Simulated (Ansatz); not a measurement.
# Settings and their price: AlP(100) slab, H on both faces (108 atoms)

The cell holds 108 atoms: 36 Al, 36 P and 36 H. Its edges and angles: a = 11.589 Å, b = 11.589 Å, c = 21.292 Å, α = 90.0°, β = 90.0°, γ = 90.0°. It derives from AlP (zinc-blende). Zinc-blende AlP (a = 5.463 Å), (100) slab of 8 atomic planes, 3 x 3 surface cells, H on the broken bonds of both faces, 10 Å of vacuum; displaced by a Gaussian of 0.02 Å. Regions: slab, 72 atoms (36 Al and 36 P); hydrogen, 36 atoms (36 H). Vacuum lies along c.

Geometry: as built.

Reference run: Kohn-Sham DFT, PBE, PAW (set soft_2), plane waves (Ansatz 0.2.0), cutoff 420 eV, Γ point, fermi-dirac smearing of 0.025 eV.

- r.m.s. force component: 0.4476 eV/Å
- spacing of highest filled and lowest empty level: 0.0238 eV
- SCF cycles: 27
- time: 40 s on 4 threads of Arm Neoverse V2, shared host

**Question.** The same geometry is run again with each of these changes. How far do the results move, and how long does each run take?
- support functions medium
- support functions low
- support functions high
- support functions medium, spacing 0.273 Å
- support functions medium, spacing 0.214 Å
- support functions medium, spacing 0.19 Å
- hamiltonian.dispersion = "d3bjatm" and scf.initial_density.chi_scale = 0.0

Differences are against the plane-wave reference (Kohn-Sham DFT, PBE, PAW (set soft_2), plane waves), whose r.m.s. force component is 0.448 eV/Å. Energies are set beside the reference only for runs with its functional, potentials and electron count. Times are for 4 threads of Arm Neoverse V2, shared host. The reference's time includes the DOS and grids, which some other runs skip.

```
                                                                       run  Δ force, r.m.s. (meV/Å)  share of r.m.s. force (%)  Δ energy (meV/atom)  cycles     time  host memory (GiB)
                                                                 reference                        -                          -                    -      27     40 s                2.6
                                                  support functions medium                     1.34                      0.300                -1.15      63    6 min                3.4
                                                     support functions low                     1.39                      0.310                -1.15      62  5.7 min                3.3
                                                    support functions high                     1.34                      0.299                -1.21      51   13 min                6.8
                                 support functions medium, spacing 0.273 Å                     1.33                      0.297                -1.11      55  3.3 min                3.0
                                 support functions medium, spacing 0.214 Å                     1.38                      0.307                -1.20      53  5.7 min                4.0
                                  support functions medium, spacing 0.19 Å                     1.36                      0.304                -1.21      58  9.5 min                5.3
hamiltonian.dispersion = "d3bjatm" and scf.initial_density.chi_scale = 0.0                     26.2                       5.86                    -      30     41 s                2.6
```

Among numerical settings the force difference runs from 1.3 meV/Å (support functions medium, spacing 0.273 Å) to 1.4 meV/Å (support functions low). At 108 atoms the fastest of the runs at a preset level, support functions low, takes roughly 8.5 times the time of plane waves (whose run also made extra analyses, so the like-for-like ratio is larger), in 62 SCF cycles against 27. Differences between support functions and plane waves include what basis error the plane-wave run still has. The force difference hardly changes among these support-function runs, which points to the basis of the plane-wave reference as its main source. As the typed spacing goes from 0.19 to 0.273 Å, the force difference goes from 1.4 to 1.3 meV/Å, and the time from 9.5 min to 3.3 min. The slab bears a dipole and has periodic images along its normal, so a spurious field crosses the vacuum.

[Logs are printed without paths, hosts, clocks, repeated set-up lines and the standing remarks that a program may print on its own settings, such as how far it seeks lower states.]

[Hosts, paths, dates, database ids (printed as entryN), source tags and the programs' standing remarks are cut or masked in the printed files.]
